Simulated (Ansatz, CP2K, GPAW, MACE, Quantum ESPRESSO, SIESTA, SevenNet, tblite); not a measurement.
# GPAW on (5,5) carbon nanotube bundle (80 atoms): settings against a plane-wave reference, part 2 of 2

Aim: run (5,5) carbon nanotube bundle (80 atoms) in GPAW and see how near its forces come to a plane-wave reference, and at what cost.

Program: GPAW 26.7.0; the method stands at each step. Banners, paths, timers and routine set-up lines are dropped from the logs unmarked, and long logs keep their key lines alone; longer cuts are marked.

So far. Step 3 (PBE, LCAO dzp, h 0.15 Å): Against the first run (8.0 %), the force difference from the reference is 8.0 %, at 2.1 times the CPU time (on 2 against 1 cores): the change moves forces by 19 meV/Å r.m.s., so most of the difference comes from elsewhere. Step 4 (PBE, LCAO sz(dzp), h 0.2 Å): Against the first run (8.0 %), the force difference from the reference is 32 %, at 0.34 times the CPU time, with 320 basis functions against 1040: the smaller basis costs accuracy.

## 5. PBE, LCAO dzp, h 0.2 Å, other mixer settings

Method: Kohn-Sham DFT, PBE, PAW, atomic orbitals (dzp).

Input file run.py:

```python
import numpy as np
from ase.io import read
from gpaw import GPAW, FermiDirac, Mixer
from ase.parallel import parprint as print

atoms = read("structure.xyz")
atoms.calc = GPAW(
    mode="lcao",
    basis="dzp",
    h=0.2,
    xc="PBE",
    kpts={"size": (1, 1, 1), "gamma": True},
    occupations=FermiDirac(0.05),
    mixer=Mixer(0.03, 7, 100),
    maxiter=200,
    symmetry={"point_group": False},
    txt="gpaw.txt",
)
energy = atoms.get_potential_energy(force_consistent=True)
forces = atoms.get_forces()
print(f"energy {energy:.6f} eV")
print("forces (eV/A)")
for i, (a, f) in enumerate(zip(atoms, forces)):
    print(f"{i:4d} {a.symbol:2s} {f[0]:10.5f} {f[1]:10.5f} {f[2]:10.5f}")
print(f"Fermi level {atoms.calc.get_fermi_level():.4f} eV")
for k in range(len(atoms.calc.get_ibz_k_points())):
    for s in range(atoms.calc.get_number_of_spins()):
        e = atoms.calc.get_eigenvalues(kpt=k, spin=s)
        n = np.searchsorted(e, atoms.calc.get_fermi_level())
        print(f"k {k} spin {s} levels about the Fermi level:", np.round(e[max(n - 6, 0):n], 4).tolist(), "|", np.round(e[n:n + 6], 4).tolist())
```

Input file structure.xyz:

```xyz
80
Lattice="10.08135 0.00000 0.00000 -5.04067 8.73070 0.00000 0.00000 0.00000 9.84000" Properties=species:S:1:pos:R:3 pbc="T T T"
[... 80 atom lines left out: the same atoms as in the first run ...]
```

The run is started by

```sh
$ OMP_NUM_THREADS=1 mpirun -np 2 gpaw python run.py > output.txt
```

The program printed:

```text
energy -680.125008 eV
forces (eV/A)
   0 C     1.13299    5.08776   -2.55538
   1 C    -0.68525    1.34326    1.16142
   2 C     1.83691   -2.82686   -7.14455
   3 C     0.78371    1.12993    7.07071
   4 C    -3.86371   -0.10867    1.74361
   5 C     3.56288    2.14468   -3.76209
   6 C     1.77258    2.51952   -3.77914
   7 C    -2.15127   -1.93419    4.55296
   8 C    -1.09704   -0.71851   -3.62447
   9 C    -0.31308    5.46717   -1.98932
  10 C    -0.08373   -0.01551    5.18020
  11 C     0.45619   -1.87115   -0.98834
[...]
75 C     1.18386   -0.94428    2.91843
  76 C    -1.70412   -1.03252   -1.02260
  77 C     1.09815   -0.15458    1.22805
  78 C     0.71470    2.82640    2.05559
  79 C    -0.50558   -8.99357    5.54795
Fermi level 4.3813 eV
k 0 spin 0 levels about the Fermi level: [2.4276, 2.4905, 2.6382, 2.679, 3.7765, 3.9147] | [4.8532, 4.9383, 5.3844, 5.6349, 5.7511, 5.7875]
```

gpaw.txt:

```text
Input parameters:
  mode=LCAO(),
  basis={'default': 'dzp'},
  h=0.2,
  kpts=MonkhorstPack(size=(1, 1, 1), gamma=True),
  maxiter=200,
  mixer=Pulay(name='pulay', nmaxold=7, beta=0.03, weight=100, sigma=0.015, g_ss=None),
  occupations=Occupations(name='fermi-dirac', width=0.05, fixmagmom=False),
[... lines left out ...]
  Fermi-Dirac:
[... lines left out ...]
convergence criteria:
- Maximum [total energy] change in last 3 cyles: 0.0005 eV / valence electron
[... lines left out ...]
Converged in 14 steps
[... lines left out ...]
  Free energy:    -680.125008
[... lines left out ...]
dipole moment: (2.024245, -2.103817, 36.622268)  # |e|*Ang
Fermi level: 4.381
Eigenvalues  # (at kpt = [0.000, 0.000, 0.000])
| band index |      eig [eV] | occ [0-2] |
|------------|---------------|-----------|
|          0 |       -15.831 |     2.000 |
|        ... |               |           |
|        152 |         2.036 |     2.000 |
|        153 |         2.287 |     2.000 |
[...]
|        167 |         6.226 |     0.000 |
|        ... |               |           |
|        195 |        10.579 |     0.000 |
Gap: 0.938 eV
Transition (v -> c):
  (s=0, k=0, n=159, [0.00, 0.00, 0.00]) -> (s=0, k=0, n=160, [0.00, 0.00, 0.00])
No difference between direct/indirect transitions
Force computation time: 7.071  # s
```

It took 62 s on 2 MPI ranks of Arm Neoverse V1, shared host; peak memory 0.9 GiB.

Numbers from this run, and their distance from the reference:

* r.m.s. force component: 3.819 eV/Å
* r.m.s. difference of force components: 286.4 meV/Å
* longest difference of force vectors: 855.4 meV/Å
* force difference over r.m.s. force: 8.013 %
* slope of forces against the reference's: 1.068
* correlation of force components: 0.9992
* energy less the same-level run's: 0 meV/atom
* r.m.s. force difference from the same-level run: 3.36 meV/Å

Against the first run (8.0 %), the force difference from the reference is 8.0 %, at 1.5 times the CPU time (on 2 against 1 cores) (14 SCF steps against 10): another solver or mixer reaches the same state.

## 6. The ladder

Differences are against the plane-wave reference, forces as r.m.s. over components; share is that over the reference's r.m.s. force, slope the least-squares factor from reference forces to these. Total energies of different programs have different zeros and aren't compared.

```csv
run,"Δ force, r.m.s. (meV/Å)",share (%),slope,cores,CPU time,memory (GiB)
reference,-,-,-,4,35 s,0.93
"GPAW PBE, LCAO dzp, h 0.2 Å",285,7.97,1.067,1,81 s,0.67
"GPAW PBE, LCAO dzp, h 0.15 Å",284,7.95,1.067,2,2.8 min,1.6
"GPAW PBE, LCAO sz(dzp), h 0.2 Å (coarse)",1127,31.5,1.258,1,28 s,0.51
"GPAW PBE, LCAO dzp, h 0.2 Å, other mixer settings",286,8.01,1.068,2,2.1 min,0.9
```

Rows marked coarse were listed beforehand as settings not expected to be converged; some can still land near the reference.

CPU time is summed over cores on a shared host, where runs went side by side, so it is rough. Symmetry, cutoffs, thresholds, outputs and thread counts weren't matched or tuned between programs; memory under MPI is the largest rank's times the ranks.

Within one program, basis, potentials and functional, energies share a zero. Each run against its twin at the usual cutoff or grid and solver:

```csv
run,twin,Δ energy (meV/atom),"Δ force, r.m.s. (meV/Å)",CPU time over the twin's
"GPAW PBE, LCAO dzp, h 0.15 Å","LCAO dzp, h 0.2 Å",-105,18.7,2.1 (this twin ran on 1 cores)
"GPAW PBE, LCAO dzp, h 0.2 Å, other mixer settings","LCAO dzp, h 0.2 Å",0,3.36,1.5 (this twin ran on 1 cores)
```

## 7. Results

```
nearest in forces : a tie at 8.0 % of 3 runs: GPAW PBE, LCAO dzp, h 0.2 Å; GPAW PBE, LCAO dzp, h 0.15 Å; GPAW PBE, LCAO dzp, h 0.2 Å, other mixer settings
```

The PBE runs in local orbitals, coarse settings apart, differ by 8.0 % in each run; basis, grid and potentials can all enter. Runs with settings chosen to be coarse differ by 32 % (GPAW PBE, LCAO sz(dzp), h 0.2 Å), their programs' other errors included. None of the electronic-structure runs in the table takes under half the reference's CPU time of 35 s; they take 0.79 to 4.7 times as much. GPAW PBE, LCAO sz(dzp), h 0.2 Å stiffens the forces by a factor of 1.26 while following their directions (correlation 0.990); the slopes of the 4 GPAW runs lie between 1.07 and 1.26. The reference's stress is far from hydrostatic: its diagonal is 9.8, 14.3, 5.5 GPa, compression counted positive. The reference's pressure of 9.9 GPa belongs to a cell and atoms that aren't relaxed at this level. The electronic-structure runs sample only Γ, in a cell whose shortest periodic width is 9 Å.

[Also dropped from logs without a mark: logging warnings of Python, and SIESTA's first energy breakdown and zero terms.]

[Logs are printed without paths, hosts, clocks, repeated set-up lines and the standing remarks that a program may print on its own settings, such as how far it seeks lower states.]

[Hosts, paths, dates, database ids (printed as entryN), source tags and the programs' standing remarks are cut or masked in the printed files.]
